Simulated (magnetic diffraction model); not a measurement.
# Solving a magnetic structure from powder neutron data: CeBe2

Space group Cmcm (no. 63), a = 5.3800 Å, b = 9.4650 Å, c = 9.1060 Å.

```csv
site,atom,x,y,z
8f,Ce,0,0.3307,0.0642
8g,Be,0.2420,0.4128,3/4
4c,Be,0,0.1707,3/4
4a,Be,0,0,0
```

The compound is invented for this exercise: a known structure type with other elements, its cell scaled to their sizes and not relaxed.

Only Ce is taken to order (form factors of Ce3+); orders and moment sizes are assumed, and not adapted to the symmetry. Radiation: neutrons of λ = 1.594 Å, 2° to 45°; isotropic B of 0.69 Å² (Ce) and 1.15 Å² (Be). Simulated constant-wavelength pattern: nuclear and magnetic terms add, the magnetic one as |2.695 fm × Σ f S⊥ exp(2πi Q·r) exp(−B s²)|², summed over all Q at one angle with the factor 1/(sin²θ cos θ). For a modulated order the moment at position r is S exp(−2πi k·r) + c.c., with S = m/2 for a sine wave of amplitude m and S = m(u + iv)/2 for moments turning in a plane, u and v being orthogonal unit vectors in it; the phase factor of the sum at Q = H + k is then exp(2πi H·r). Free-ion form factors, Sears's scattering lengths of 1992, no absorption; a label names one of the reflections at its angle. The strongest nuclear line in the range is 100, and lines under 0.2 are left out.

Above the ordering temperature:

| 2θ (°) | index | I |
| --- | --- | --- |
| 19.39 | (0 2 0) | 6.2 |
| 19.62 | (1 1 0) | 14.8 |
| 20.16 | (0 0 2) | 14.7 |
| 21.88 | (0 2 1) | 5.3 |
| 22.09 | (1 1 1) | 9.5 |
| 28.12 | (0 2 2) | 0.3 |
| 28.28 | (1 1 2) | 0.8 |
| 34.06 | (1 3 0) | 12.8 |
| 34.47 | (2 0 0) | 6.3 |
| 36.35 | (0 2 3) | 26.4 |
| 36.48 | (1 1 3) | 53.5 |
| 39.37 | (0 4 0) | 3.8 |
| 39.85 | (2 2 0) | 7.3 |
| 39.90 | (1 3 2) | 95.3 |
| 40.26 | (2 0 2) | 46.8 |
| 40.73 | (0 4 1) | 49.6 |
| 40.99 | (0 0 4) | 42.8 |
| 41.20 | (2 2 1) | 100.0 |
| 44.62 | (0 4 2) | 22.1 |

Below it (cell unchanged):

```tsv
2θ (°)	I
2.01	198.4
8.03	12.2
12.06	5.3
18.13	2.3
19.39	6.2
19.50	2.0
19.62	14.8
19.73	3.8
20.16	14.7
21.02	1.9
21.23	3.7
21.88	5.3
22.09	9.5
22.20	1.5
22.90	1.8
23.09	3.4
26.67	1.4
26.84	2.8
28.12	0.3
28.28	0.8
28.37	0.8
29.64	1.2
29.80	2.3
32.53	0.6
34.06	12.8
34.12	1.1
34.47	6.3
34.53	0.5
34.60	0.9
34.73	1.7
35.05	1.1
35.45	0.5
36.25	1.0
36.35	26.4
36.48	53.5
36.64	0.5
```
(The table stops after 36 lines; 27 more lie at higher angle.)

**Question.** Find the propagation vector, then choose among these models:
A. moments turning in the plane of [010] and [001], 1.7 μB on Ce; signs + at (0, 0.3307, 0.0642), + at (1/2, 0.1693, 0.9358), + at (1/2, 0.1693, 0.5642), − at (0, 0.3307, 0.4358)
B. a sine wave with moments along [010] (amplitudes given), 1.7 μB on Ce; signs + at (0, 0.3307, 0.0642), + at (1/2, 0.1693, 0.9358), + at (1/2, 0.1693, 0.5642), − at (0, 0.3307, 0.4358)
C. moments turning in the plane of [100] and [010], 1.7 μB on Ce; signs + at (0, 0.3307, 0.0642), + at (1/2, 0.1693, 0.9358), + at (1/2, 0.1693, 0.5642), − at (0, 0.3307, 0.4358)
D. moments turning in the plane of [001] and [100], 1.7 μB on Ce; signs + at (0, 0.3307, 0.0642), + at (1/2, 0.1693, 0.9358), + at (1/2, 0.1693, 0.5642), − at (0, 0.3307, 0.4358)

The new lines index as (0 0 1/5) at 2.01°, (0 0 4/5) at 8.03°, (0 0 6/5) at 12.06° and (0 0 9/5) at 18.13°, that is as H ± k with k = (0 0 1/5). Satellites come in pairs about each point of the reciprocal lattice.

Magnetic intensity, observed (below minus above) and for each model:

| 2θ (°) | index | observed | A | B | C | D |
| --- | --- | --- | --- | --- | --- | --- |
| 2.01 | (0 0 1/5) | 198.4 | 99.2 | 99.2 | 198.4 | 99.2 |
| 8.03 | (0 0 4/5) | 12.2 | 6.1 | 6.1 | 12.2 | 6.1 |
| 12.06 | (0 0 6/5) | 5.3 | 2.7 | 2.7 | 5.3 | 2.7 |
| 19.50 | (0 2 1/5) | 2.0 | 1.9 | <0.2 | 2.0 | 3.9 |
| 19.73 | (1 1 1/5) | 3.8 | 6.6 | 2.9 | 3.8 | 4.7 |
| 21.02 | (0 2 4/5) | 1.9 | 1.6 | 0.2 | 1.9 | 3.0 |
| 21.23 | (1 1 4/5) | 3.7 | 5.3 | 2.5 | 3.7 | 3.9 |
| 22.90 | (0 2 6/5) | 1.8 | 1.4 | 0.4 | 1.8 | 2.4 |

Model C matches.

The structure used: k = (0 0 1/5), moments turning in the plane of [100] and [010], 1.7 μB on Ce; signs + at (0, 0.3307, 0.0642), + at (1/2, 0.1693, 0.9358), + at (1/2, 0.1693, 0.5642), − at (0, 0.3307, 0.4358).

[Logs are printed without paths, hosts, clocks, repeated set-up lines and the standing remarks that a program may print on its own settings, such as how far it seeks lower states.]
